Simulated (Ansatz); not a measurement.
# Ag3AuSe2 (I4_132): converging the G0W0 gap, part 2 of 2

Wanted: a G0W0 gap for Ag3AuSe2 (I4_132) that is converged in bands and cutoff, or an estimate of the limit.

Ansatz 0.2.0; G0W0 on r2SCAN, plane waves, PAW. Known limits of the many-body steps: not at the basis limit; d shell near the gap, gap tends to lie low; no spin-orbit coupling; coarse k mesh.

So far. Step 5 (5240 empty bands, screening to 280 eV): Against the run with 2×2×2 mesh, 2929 empty bands, screening to 190 eV, hard PAW files, the gap moves by +0.006 eV.

In doubt: one-shot GW on d or f shells is unsure (steps 2, 3, 4, 5, 6), so the values of those runs are not to be relied on.

## 6. Changing the k mesh: 4×4×4 mesh, 800 empty bands, screening to 80 eV, hard PAW files

Only the mesh changes. It samples the long-range screening, which converges on its own terms. Bands and cutoff differ from the step before, so it is read against an earlier run that matches them.

input.yaml

```yaml
crystal:
  lattice:
    - [-4.975, 4.975, 4.975]
    - [4.975, -4.975, 4.975]
    - [4.975, 4.975, -4.975]
  atoms:
    - { symbol: Ag, position: [0.25, 0.6207106707, 0.3707106707] }
    - { symbol: Ag, position: [0.6207106707, 0.75, 0.3707106707] }
    - { symbol: Ag, position: [0.75, 0.8792893293, 0.1292893293] }
    - { symbol: Ag, position: [0.8792893293, 0.25, 0.1292893293] }
    - { symbol: Ag, position: [0.3707106707, 0.25, 0.6207106707] }
    - { symbol: Ag, position: [0.3707106707, 0.6207106707, 0.75] }
    - { symbol: Ag, position: [0.1292893293, 0.75, 0.8792893293] }
    - { symbol: Ag, position: [0.1292893293, 0.8792893293, 0.25] }
    - { symbol: Ag, position: [0.25, 0.1292893293, 0.8792893293] }
    - { symbol: Ag, position: [0.6207106707, 0.3707106707, 0.25] }
    - { symbol: Ag, position: [0.75, 0.3707106707, 0.6207106707] }
    - { symbol: Ag, position: [0.8792893293, 0.1292893293, 0.75] }
    - { symbol: Se, position: [0.5378148057, 0.5378148057, 0.5378148057] }
    - { symbol: Se, position: [0.5378148057, 0.5, 0.0] }
    - { symbol: Se, position: [0.5, 0.0, 0.9621851943] }
    - { symbol: Se, position: [0.0, 0.5378148057, 0.5] }
    - { symbol: Se, position: [0.9621851943, 0.5, 0.0] }
    - { symbol: Se, position: [0.9621851943, 0.9621851943, 0.9621851943] }
    - { symbol: Se, position: [0.0, 0.9621851943, 0.5] }
    - { symbol: Se, position: [0.5, 0.0, 0.5378148057] }
    - { symbol: Au, position: [0.25, 0.25, 0.25] }
    - { symbol: Au, position: [0.25, 0.5, 0.0] }
    - { symbol: Au, position: [0.5, 0.0, 0.25] }
    - { symbol: Au, position: [0.0, 0.25, 0.5] }
kpoints:
  mp_grid: { grid: [4, 4, 4] }
hamiltonian:
  xc: r2scan
  pseudopotentials: { kind: paw, source: ansatz }
scf:
  occupations: { method: fixed }
gw:
  n_empty_bands: 800
  ecut_chi: 80.0
  qp_bands: [v4, c4]
  qp_kpoints: band_edges
  screening: { model: contour_deformation }
```

The run is started by

```bash
$ ansatz run input.yaml --threads 16 --pin off --max-ram 82944MiB --backend cuda --events-out ev --progress --plain --runs-dir out --devices 1 --max-vram 78GiB
```

Numbers of over 12 decimals in the logs are rounded to 6 here.

Output:

```text
GPUs: using 1 of 1 available (devices: 1).
[...]
Crystal: 24 atoms, lattice volume = 492.537 Å³
Basis set: ecut = 930 eV, 31677 PW (Γ), exchange–correlation on 432×432×432 points (64 copies of the dense FFT grid, shifted against one another)
Bands: 260, of which v1, the nominal top of the filled ones, is band 216 counted from 1 (215 counted from 0)
Symmetry: 24 space group operations
[...]
k-points: 8 of 64
[...]
1   218     15.0821   -12.3117    -2.7843   -15.2493  0.7857    15.2359    15.2353  root
     1   219     15.3831   -11.6244    -2.9750   -14.7442  0.7837    15.5284    15.5279  root
[...]
7   217     15.8976   -11.0200    -3.2526   -14.4249  0.7786    16.0505    16.0500  root
     7   218     15.8976   -11.0200    -3.2526   -14.4249  0.7786    16.0505    16.0500  root
     7   219     15.8976   -11.0200    -3.2526   -14.4249  0.7786    16.0505    16.0500  root
     7   220     16.4403   -12.4361    -3.4057   -16.1169  0.7696    16.7181    16.7154  root
[key lines of the parts left out:]
SCF converged after 11 iterations
```

It took 3 min on 1 × NVIDIA GB200 (shared by 2 runs) with 16 threads of Arm Neoverse V2, shared host; peak memory 17 GiB; 6.5 min of CPU time.

This step gave:

```
bands summed                                 : 1016
RPA ε∞ on this mesh (eigenvalues)            : 13.59, 13.59, 13.59
plane waves in the screening matrix          : 791
G0W0 gap on the mesh                         : 0.6445 eV
k of the valence top                         : 0, 0, 0
k of the conduction bottom                   : 0, 0, 0
starting gap on the mesh                     : 0.4715 eV
least direct G0W0 gap on the computed points : 0.6445 eV
```

Against the run with 2×2×2 mesh, 800 empty bands, screening to 80 eV, hard PAW files, the gap moves by +0.04 eV.

## 7. Side by side

Times are wall times on 1 × NVIDIA GB200 (shared by 2 runs) with 16 threads of Arm Neoverse V2, shared host, good to a factor of about two.

| mesh | files | frequency | bands summed | cutoff (eV) | start (eV) | G0W0 (eV) | time | host memory (GiB) |
| --- | --- | --- | --- | --- | --- | --- | --- | --- |
| 2×2×2 | hard PAW | contour deformation | 1016 | 80 | 0.461 | 0.605 | 16 s | 9.3 |
| 2×2×2 | hard PAW | contour deformation | 1686 | 120 | 0.461 | 0.632 | 30 s | 12 |
| 2×2×2 | hard PAW | contour deformation | 3145 | 190 | 0.461 | 0.630 | 67 s | 21 |
| 2×2×2 | hard PAW | contour deformation | 5456 | 280 | 0.461 | 0.636 | 4.4 min | 35 |
| 4×4×4 | hard PAW | contour deformation | 1016 | 80 | 0.472 | 0.645 | 3 min | 17 |

The parts of the quasiparticle energy at the two band edges (eV; QP = start + Σx + Σc − Vxc):

| run | edge | start | Σx | Σc | Vxc | Z | QP |
| --- | --- | --- | --- | --- | --- | --- | --- |
| 1016 bands | valence top | 13.81 | -24.45 | 2.74 | -21.80 | 0.75 | 13.90 |
| 1016 bands | conduction bottom | 14.28 | -13.36 | -3.23 | -16.83 | 0.77 | 14.51 |
| 1686 bands | valence top | 13.81 | -24.45 | 2.54 | -21.80 | 0.74 | 13.70 |
| 1686 bands | conduction bottom | 14.28 | -13.36 | -3.41 | -16.83 | 0.77 | 14.33 |
| 3145 bands | valence top | 13.81 | -24.45 | 2.37 | -21.80 | 0.74 | 13.54 |
| 3145 bands | conduction bottom | 14.28 | -13.36 | -3.58 | -16.83 | 0.77 | 14.17 |
| 5456 bands | valence top | 13.81 | -24.45 | 2.29 | -21.80 | 0.74 | 13.45 |
| 5456 bands | conduction bottom | 14.28 | -13.36 | -3.66 | -16.83 | 0.77 | 14.09 |

## 8. Summary of results

- 1016 bands, 80 eV: 0.605 eV
- 1686 bands, 120 eV: 0.632 eV
- 3145 bands, 190 eV: 0.630 eV
- 5456 bands, 280 eV: 0.636 eV
- mesh and start: 2×2×2, r2SCAN

In words: From 1016 to 5456 bands the gap moves by +0.03 eV while the time grows 17-fold. Σc changes by −0.45 eV at the valence top and −0.42 eV at the conduction bottom, so the levels themselves move more than the gap between them. The gap turns back along the series, so no limit is drawn from it. On the 4×4×4 mesh in place of 2×2×2 the gap differs by +0.04 eV, of which +0.01 eV is already in the start. Gaps are over the mesh's points; an edge off the mesh would be missed. The 2×2×2 mesh is coarse for this cell (its supercell is 17 Å along the shortest edge). The RPA ε∞ on it, from the r2SCAN start, is 22.92; such meshes misread the long-range screening, most where the gap is narrow. A d shell, filled or nearly so, lies near the gap. One-shot GW converges very slowly in bands there, not always from below, and on a semilocal start the gap tends to come out low; starts rich in exact exchange can overshoot instead. The many-body steps are scalar-relativistic: spin-orbit coupling is not in them.

[Paths, hosts, dates, memory and timing lines, banners, echoed tables and standing remarks are left out of the program output.]

[Logs are printed without paths, hosts, clocks, repeated set-up lines and the standing remarks that a program may print on its own settings, such as how far it seeks lower states.]

[Runs of the session that timed out or met a known fault of the program may be left out.]

[Cells called generated may have been cut or substituted from an entry of the Crystallography Open Database or the Materials Project.]

[Hosts, paths, dates, database ids (printed as entryN), source tags and the programs' standing remarks are cut or masked in the printed files.]
